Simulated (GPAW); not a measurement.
A computed F K-edge spectrum of one site in a crystal of Cu and F, with its zero at a photon energy of about 677.7 eV (LDA puts this hole about 5 eV below PBE, itself good to a few eV). Method: GPAW, LDA + U, full core hole (charged cell) in a small cell, dipole transitions, broadening that rises with energy.

Energy from the lowest empty level; intensity scaled to a mean of 1 over the first 20 eV:

| E (eV) | intensity |
| --- | --- |
| -2.0 | 0.00 |
| -1.0 | 0.01 |
| 0.0 | 0.61 |
| 1.0 | 0.11 |
| 2.0 | 0.02 |
| 3.0 | 0.10 |
| 4.0 | 0.23 |
| 5.0 | 1.34 |
| 6.0 | 2.04 |
| 7.0 | 2.05 |
| 8.0 | 1.74 |
| 9.0 | 1.38 |
| 10.0 | 1.20 |
| 11.0 | 1.99 |
| 12.0 | 1.84 |
| 13.0 | 1.17 |
| 14.0 | 0.96 |
| 15.0 | 0.77 |
| 16.0 | 0.62 |
| 17.0 | 0.55 |
| 18.0 | 0.56 |
| 19.0 | 0.59 |
| 20.0 | 0.68 |
| 21.0 | 0.85 |
| 22.0 | 1.02 |
| 23.0 | 1.12 |
| 24.0 | 1.16 |
| 25.0 | 1.17 |
| 26.0 | 1.14 |
| 27.0 | 1.09 |
| 28.0 | 1.07 |
| 29.0 | 1.10 |
| 30.0 | 1.12 |
| 31.0 | 1.13 |
| 32.0 | 1.12 |

Which coordination does this site have?

A K edge sees empty p states; the first features are F p mixed into the empty d states of the Cu neighbours, and the broad ones above probably into the cations' higher empty bands. It is atom 3 of CuF2 (P2_1/c), with 1 Cu at 1.91 Å, 1 Cu at 1.93 Å and 1 Cu at 2.31 Å (distorted trigonal planar, site symmetry 1). Its main maxima below 24 eV lie at 0.2 eV (0.69), 6.6 eV (2.08) and 11.4 eV (2.11). A near-edge spectrum doesn't fix the structure by itself; it is matched against candidates. The hole lies in one spin channel, while the script sums the empty states of both and takes the lower zero; where the two channels are split, this blurs and shifts the curve. The spins start antiferromagnetically in a simple order, which needn't be the measured one; gap and edge can depend on it. The holes are only 5.6 Å apart, so the shape is probably not converged with cell size; no larger cell was run here. The mesh is coarse (0.41 Å⁻¹ between points), so small maxima may be mesh ripples. The structure is a published determination, not relaxed.

[Hosts, paths, dates, database ids (printed as entryN), source tags and the programs' standing remarks are cut or masked in the printed files.]

[Lists of maxima count a maximum above −3 eV only where it reaches 4 % of the highest in the window and stands out from its surroundings by 2 % of it (1.5 % where it reaches 55 %); shoulders and weaker maxima are passed over, and of the rest the first, up to two pre-edge ones and the few strongest are named.]
